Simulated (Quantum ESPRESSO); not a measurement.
# Ta (Im-3m): coupling and resistivity with EPW, part 5 of 5

How strongly do phonons scatter the electrons of Ta (Im-3m), and how dense must the meshes be?

Quantum ESPRESSO 7.5; DFT PBE, scalar-relativistic, plane waves, PseudoDojo 0.4.1 norm-conserving pseudopotentials.

So far, coupling constant λ: step 8 (coupling and Tc: fine k 20×20×20, q 10×10×10, width 0.15 eV, window 0.61 eV) 1.16; step 12 (coupling and Tc: fine k 32×32×32, q 16×16×16, width 0.1 eV, window 0.41 eV) 1.11. Also resistivity at 300 K (μΩ cm): step 9 (resistivity: fine k 24×24×24, q 12×12×12, adaptive width …) 14.7; step 11 (fine q mesh 16×16×16, fine mesh 32×32×32) 16.1.

## Step 13: Coupling and Tc: fine k 32×32×32, q 16×16×16, width 0.05 eV, window 0.3 eV

The sum is repeated with other delta width and window to test it.

The input, a2f-3.in:

```
--
 &inputepw
    prefix='x',
    outdir='./tmp',
    dvscf_dir='./save',
    elph=.true.,
    etf_mem=1,
    nbndsub=9,
    bands_skipped='exclude_bands = 1-4',
    use_ws=.true.,
    vme='wannier',
    asr_typ='crystal',
    nk1=8,
    nk2=8,
    nk3=8,
    nq1=4,
    nq2=4,
    nq3=4,
    amass(1)=180.9479,
    epwwrite=.false.,
    epwread=.true.,
    wannierize=.false.,
    nkf1=32,
    nkf2=32,
    nkf3=32,
    nqf1=16,
    nqf2=16,
    nqf3=16,
    mp_mesh_k=.true.,
    ephwrite=.true.,
    eliashberg=.true.,
    liso=.true.,
    limag=.true.,
    tc_linear=.true.,
    tc_linear_solver='lapack',
    fsthick=0.3,
    degaussw=0.05,
    degaussq=0.5,
    nqstep=500,
    muc=0.13,
    wscut=0.3,
    nsiter=500,
    nstemp=7,
    temps=0.5 1.0 2.0 4.0 8.0 16.0 32.0,
 /
```

On the command line:

```console
OMP_NUM_THREADS=1 mpirun -n 8 epw.x -nk 8 -in a2f-3.in > a2f-3.out
```

Output:

```text
[the first part of the log is left out]
            Electron smearing (eV) =    0.500000000000000D-01
                 Fermi window (eV) =    0.300000000000000D+00
     Finish writing .ephmat files
     ===================================================================
     Memory usage:  VmHWM =        48Mb
                   VmPeak =       524Mb
     ===================================================================
     Finish writing dos file x.dos
     Finish writing phdos files x.phdos and x.phdos_proj
     ===================================================================
     Solve isotropic Eliashberg equations
     ===================================================================
     Finish reading freq file
                  Fermi level (eV) =     1.8170195046E+01
     DOS(states/spin/eV/Unit Cell) =     6.7220055433E-01
            Electron smearing (eV) =     5.0000000000E-02
                 Fermi window (eV) =     3.0000000000E-01
     Nr irreducible k-points within the Fermi shell =       322 out of       897
           2 bands within the Fermi window
     Finish reading egnv file
     Max nr of q-points =      1664
     Finish reading ikmap files
     Start reading .ephmat files
     Finish reading .ephmat files
     a2f file is not found to estimate initial gap: calculating a2f files
     Finish reading a2f file
     Electron-phonon coupling strength =    1.1147068
     Estimated Tc using McMillan expression =   9.1810 K for muc =   0.1300
     Estimated Tc using Allen-Dynes modified McMillan expression =   9.7735 K
     Estimated Tc using SISSO machine learning model =   9.4644 K
     Estimated w_log =  11.0868 meV
     Estimated BCS superconducting gap using McMillan Tc =   1.3924 meV
     WARNING WARNING WARNING
     The code may crash since tempsmax =   32.000 K is larger than McMillan Tc =     9.181 K
     Start: Solving (isotropic) linearized Eliashberg equation with solver = lapack
     For the first Temp.    0.50  K
       Total number of frequency points nsiw(     1) =   1108
       Cutoff frequency wscut =     0.3001
     Superconducting transition temp. Tc is the one which has Max. eigenvalue close to 1
      -----------------------------------------------------------------
             Temp.       Max.         nsiw     wscut    Nr. of iters
             (K)       eigenvalue    (itemp)   (eV)      to Converge
      -----------------------------------------------------------------
             0.50      3.9283985     1108      0.3001        1
             1.00      3.2627371      554      0.3002        1
             2.00      2.6031830      277      0.3005        1
             4.00      1.9529393      139      0.3021        1
             8.00      1.3176333       69      0.3010        1
            16.00      0.7204105       35      0.3075        1
            32.00      0.2538426       17      0.3032        1
      -----------------------------------------------------------------
     Finish: Solving (isotropic) linearized Eliashberg equation
```

The job ended after 11 min (8 MPI ranks of Arm Neoverse N1, shared host; 1.5 h of CPU time).

Numbers from this step:

```yaml
coupling_constant_lambda: 1.115
log_mean_phonon_energy_omega_log: 11.09 meV
density_of_states_at_the_fermi_level: 0.6722 states/eV a spin and cell
```

Table of a2F by phonon energy; read off at these points:

phonon energy (meV), a2F and a bar:
```
     0.50       0.00 
     1.00       0.00 
     1.50       0.01 
     2.00       0.01 
     2.50       0.01 
     3.00       0.02 #
     3.50       0.03 #
     4.00       0.05 #
     4.50       0.05 #
     5.00       0.07 ##
     5.50       0.08 ##
     6.00       0.13 ###
     6.50       0.15 ####
     7.00       0.15 ####
     7.50       0.19 #####
     8.00       0.25 ######
     8.50       0.26 ######
     9.00       0.30 #######
     9.50       0.45 ###########
    10.00       0.67 ################
    10.35       0.79 ###################
    10.50       0.78 ###################
    11.00       0.60 ##############
    11.50       0.43 ##########
    12.00       0.39 #########
    12.50       0.38 #########
    13.00       0.49 ############
    13.50       0.46 ###########
    14.00       0.41 ##########
    14.50       0.52 ############
    15.00       0.74 ##################
    15.50       1.03 ########################
    16.00       1.17 ############################
    16.50       1.26 ##############################
    17.00       0.92 ######################
    17.50       0.40 #########
    18.00       0.18 ####
    18.50       0.12 ###
    19.00       0.10 ##
    19.50       0.06 ##
    20.00       0.01 
    20.50       0.00 
    21.00       0.00
```

λ = 1.11 and ħω_log = 11.1 meV, against 1.11 and 10.9 with fine k 32×32×32, q 16×16×16, width 0.1 eV (+1 % in λ). The eigenvalue passes 1 near 12 K.

## Step 14: Results

```
Wannier functions, band error                                                  : 9 functions; 10 meV r.m.s.
coupling constant λ, fine k 32×32×32, q 16×16×16, width 0.1 eV, window 0.41 eV : 1.11
ħω_log                                                                         : 10.9 meV
Tc at μ* = 0.13, Allen–Dynes                                                   : 9.5 K
resistivity at 300 K, 24×24×24                                                 : 14.7 μΩ cm
resistivity at 300 K, 32×32×32                                                 : 16.1 μΩ cm
```

What this shows: Step 8: Distinct peaks of the a2F stand at 10.35 and 15.77 meV; the one at 15.8 meV is strongest. Step 13: Twice the integral of α²F/ω over this curve gives λ = 1.1, half of it from below 11.9 meV. Step 13: The most distinct maxima of the a2F lie at 10.35 and 16.47 meV, the highest at 16.5 meV. On the finest meshes run, Ta (Im-3m) has λ = 1.1 and a phonon-limited resistivity of 16.1 μΩ cm at 300 K. The last refinement of the mesh moved the resistivity by 9 %, so it is not converged, and no rank of the meshes against a measured value means much. On the finest mesh the adaptive width still reaches 0.45 eV against a window of 0.32 eV; the window, which cuts off final states, was not widened. N(E_F) runs from 0.65 to 0.67 states/eV a spin over these sums; λ is quoted for fine k 32×32×32, q 16×16×16, width 0.1 eV. The Eliashberg Tc is interpolated in log T between temperatures a factor of two apart, and its μ* acts up to a cut-off of 0.3 eV, so it weighs less than the same number in Allen and Dynes's formula. Over the sums on sound settings, λ spans 1.11 to 1.16, and the Allen–Dynes Tc 9.5 to 10 K. Between 150 and 500 K the resistivity rises by a factor of 3.59, against 3.33 for a straight line through the origin. The rows at 400 and 500 K moved by more than 10 % in the last refinement. The Sommerfeld coefficient follows from γ = (π²/3) k_B² N(E_F)(1 + λ), with twice the density of states a spin that EPW reads on the fine mesh at this width. Spin–orbit coupling is left out, though Ta is heavy. The q mesh of ph.x (4×4×4), the k mesh and smearing of the ground state (12×12×12) and EPW's coarse k mesh (8×8×8) were not varied. Only scattering by harmonic phonons counts; impurities, grain boundaries and thermal expansion are left out, and μ* is typed.

Computed beside measured:

| quantity | measured | 24×24×24 | 32×32×32 | k 20×20×20, 0.15 eV | k 32×32×32, 0.1 eV | k 32×32×32, 0.05 eV | Allen–Dynes | Eliashberg |
| --- | --- | --- | --- | --- | --- | --- | --- | --- |
| resistivity at 300 K (computed: phonon part alone) (μΩ cm) | 13.5 | 14.72 (+9.0 %) | 16.07 (+19.1 %) | - | - | - | - | - |
| resistivity at 500 K (computed: phonon part alone) (μΩ cm) | 22.9 | 24.20 (+5.7 %) | 27.24 (+18.9 %) | - | - | - | - | - |
| Sommerfeld coefficient γ (per mole of Ta) (mJ/(mol K²)) | 5.7 | - | - | 6.61 (+16.0 %) | 6.44 (+13.1 %) | 6.70 (+17.6 %) | - | - |
| superconducting transition temperature (μ* = 0.13) (kelvin) | 4.5 | - | - | - | - | - | 9.52 (+111.6 %) | 11.29 (+151.0 %) |

Measured values from CRC Press, section 12, read from Wikipedia's data page (2003), NBS Monograph 21, table 3 (1960) and arxiv:1309.5331 (2013).

How well it matches: For the resistivity at 300 K, of the levels listed nearest comes 24×24×24 (+9.0 %, fair agreement) and farthest 32×32×32 (+19.1 %, fair agreement). For the resistivity at 500 K, of the levels listed nearest comes 24×24×24 (+5.7 %, good agreement) and farthest 32×32×32 (+18.9 %, fair agreement). For the Sommerfeld coefficient γ, of the levels listed nearest comes k 32×32×32, 0.1 eV (+13.1 %, fair agreement) and farthest k 32×32×32, 0.05 eV (+17.6 %, fair agreement). For the superconducting transition temperature, of the levels listed nearest comes Allen–Dynes (+111.6 %, a clear miss) and farthest Eliashberg (+151.0 %, a clear miss). Limits of convergence are named above.

[The logs of pw.x and epw.x are selected lines.]

[Logs are printed without paths, hosts, clocks, repeated set-up lines and the standing remarks that a program may print on its own settings, such as how far it seeks lower states.]

[Hosts, paths, dates, database ids (printed as entryN), source tags and the programs' standing remarks are cut or masked in the printed files.]
